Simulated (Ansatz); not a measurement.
# Calculated records

```xyz
2
Lattice="0.000 -2.086 -2.086 2.086 0.000 -2.086 2.086 -2.086 0.000" Properties=species:S:1:pos:R:3 pbc="T T T" subject="A low-energy model for NiO (Fm-3m): bands, U and J" method="DFT, LDA, plane waves, PAW (and 1 further level or step)" program="Ansatz 0.2.0" settings_of_one_run="cutoff 420 eV, 8×8×8 k-mesh, smearing width 0.08 eV, default PAW, coordination {"Ni": "octahedral"}, magnetic state non-magnetic by constraint" cost="3 runs, 18 min in all on 4 threads of Arm Neoverse V1, shared host (the runs of this entry)" notes="This run has no spin polarisation, although Ni can carry a moment. The cell and positions come from the Crystallography Open Database and are kept as given unless a step says otherwise. The bands cross the Fermi level under this constraint, which need not be the crystal’s state: magnetic order, correlation or a lattice distortion may open a gap." ni_d="U 6.09 eV, U′ 4.84 eV, J 0.62 eV, bare V 22.6 eV" ni_d_anion_p="U 9.28 eV, U′ 7.77 eV, J 0.76 eV, bare V 26.2 eV" method="constrained RPA on non-magnetic LDA, 8×8×8 mesh, static; search for lower states off"
Ni    0.000    0.000    0.000
O     2.086   -2.086   -2.086
```

[Paths, hosts, dates, memory and timing lines, banners, echoed tables and standing remarks are left out of the program output.]

[Logs are printed without paths, hosts, clocks, repeated set-up lines and the standing remarks that a program may print on its own settings, such as how far it seeks lower states.]

[Runs of the session that timed out or met a known fault of the program may be left out.]

[Hosts, paths, dates, database ids (printed as entryN), source tags and the programs' standing remarks are cut or masked in the printed files.]
